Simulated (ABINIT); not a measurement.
Planning a run of ABINIT 10.8.3 on BN (P6_3/mmc). The input:

```
acell 3*1.0 Angstrom
rprim 
  2.503989999987 0.000000000003 0.000000000000
  -1.251994999996 2.168518950810 0.000000000000
  0.000000000000 0.000000000000 6.661200000000
ntypat 2
znucl 5 7
natom 4
typat 1 1 2 2
xred 
  0.333333333333 0.666666666667 0.250000000000
  0.666666666667 0.333333333333 0.750000000000
  0.333333333333 0.666666666667 0.750000000000
  0.666666666667 0.333333333333 0.250000000000
pp_dirpath "pseudos"
pseudos "B.upf, N.upf"
ecut 36
ngkpt 6 6 4
nshiftk 1
shiftk 0 0 0
kptopt 1
chksymbreak 0
istwfk *1
occopt 1
irdwfk 1
optdriver 3
nband 17
ecuteps 7
inclvkb 2
awtr 1
symchi 1
gwcomp 1
gwencomp 1.5
indata_prefix "in"
outdata_prefix "out"
tmpdata_prefix "tmp"
```

```sh
OMP_NUM_THREADS=1 mpirun -n 4 abinit run.abi > log
```

Question: How long will it take on 4 MPI ranks of Arm Neoverse V1, shared host, and how much memory?

It took 41 s; on shared hardware allow 21 s to 82 s. Peak host memory was 0.48 GiB.

[Paths, hosts, dates, memory and timing lines, banners, echoed tables and standing remarks are left out of the program output.]

[Logs are printed without paths, hosts, clocks, repeated set-up lines and the standing remarks that a program may print on its own settings, such as how far it seeks lower states.]

[Runs of the session that timed out or met a known fault of the program may be left out.]

[Hosts, paths, dates, database ids (printed as entryN), source tags and the programs' standing remarks are cut or masked in the printed files.]

[G0W0 gaps are taken among the corrected bands and points alone; a level outside them can change the order at an edge.]

[Where Ansatz stands beside ABINIT at settings called matched, ABINIT's density can come from a denser mesh and the files from another edition; pairs whose starting gaps differed by over 0.03 eV were left out, so agreement reads better than it is.]
